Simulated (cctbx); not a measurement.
# What is wrong with this refinement?

Cell a = 10.3050 Å, b = 10.3050 Å, c = 10.3050 Å, α = 90.00°, β = 90.00°, γ = 90.00°; space group Fm-3m (no. 225).

Simulated single-crystal data (cctbx): Cu Kα, λ = 1.54184 Å, to d = 0.83 Å, 50 % of the full sphere, strongest reflection 70000 counts, noise from counting, a 3 % proportional error and a noise floor of 8 counts (s.d.); no absorption.

An isotropic refinement with weights 1/σ² prints:

```text
Rint 0.025, 76 unique reflections to 0.84 A
cycle     R1     wR2    GooF  max shift (A)
   1  0.4437  0.7732  65.971   0.23726
   3  0.0057  0.0118   1.010   0.00000
final R1 0.0057 wR2 0.0118 GooF 1.010  parameters 5  data/parameter 15.2
atom        x        y        z      Ueq    occ   su(xyz)  su(Uiso or U11)
Sb1    0.00000  0.00000  0.00000   0.0048  1.000  0.00000  0.0001
Cu1    0.50000  0.00000  0.00000   0.0053  1.000  0.00000  0.0001
Cu2    0.25000  0.75000  0.75000   0.0076  1.000  0.00000  0.0001
Cl1    0.00000  0.00000  0.75228   0.0105  1.000  0.00003  0.0001
difference map: max 0.19 min -0.19 rms 0.04
Q1    0.0000  0.2500  0.2500   24    0.21  2.58 A from Cu2
Q2    0.0000  0.0000  0.2508   24    0.16  0.03 A from Cl1
Q3    0.0000  0.0839  0.0839   48    0.14  1.22 A from Sb1
Q4    0.1672  0.1672  0.2491   96    0.12  1.21 A from Cu2
Q5    0.2500  0.2500  0.2500    8    0.11  0.00 A from Cu2
Q6    0.1043  0.1043  0.2469   96    0.08  1.52 A from Cl1
```

**Question.** Can this result stand? If not, what is the likely fault?

It can stand. The set-up had a fault (start far from the minimum), but the refinement still reached the right minimum: R1 = 0.0057, wR2 = 0.0118, GooF = 1.01 against R1 = 0.0057, wR2 = 0.0118, GooF = 1.01 for the right model.

The compound is Cu3SbCl6. The right model at the same level gives:

```text
Rint 0.025, 76 unique reflections to 0.84 A
cycle     R1     wR2    GooF  max shift (A)
   1  0.1062  0.2348  20.035   0.00643
   2  0.0057  0.0118   1.010   0.00000
final R1 0.0057 wR2 0.0118 GooF 1.010  parameters 5  data/parameter 15.2
atom        x        y        z      Ueq    occ   su(xyz)  su(Uiso or U11)
Sb1    0.00000  0.00000  0.00000   0.0048  1.000  0.00000  0.0001
Cu1    0.50000  0.00000  0.00000   0.0053  1.000  0.00000  0.0001
Cu2    0.25000  0.75000  0.75000   0.0076  1.000  0.00000  0.0001
Cl1    0.00000  0.00000  0.75228   0.0105  1.000  0.00003  0.0001
difference map: max 0.19 min -0.19 rms 0.04
Q1    0.0000  0.2500  0.2500   24    0.21  2.58 A from Cu2
Q2    0.0000  0.0000  0.2508   24    0.16  0.03 A from Cl1
Q3    0.0000  0.0839  0.0839   48    0.14  1.22 A from Sb1
Q4    0.1672  0.1672  0.2491   96    0.12  1.21 A from Cu2
Q5    0.2500  0.2500  0.2500    8    0.11  0.00 A from Cu2
Q6    0.1043  0.1043  0.2469   96    0.08  1.52 A from Cl1
```

Isotropic U is held between 0.0001 and 1 Å² by the program, and listed peak heights are interpolated, so they can pass the grid's maximum.

The model was made for the exercise: a known structure type with other elements put in, its volume estimated, not relaxed; displacement parameters are assumed.

[Middle refinement cycles are left out of these outputs.]

[Logs are printed without paths, hosts, clocks, repeated set-up lines and the standing remarks that a program may print on its own settings, such as how far it seeks lower states.]
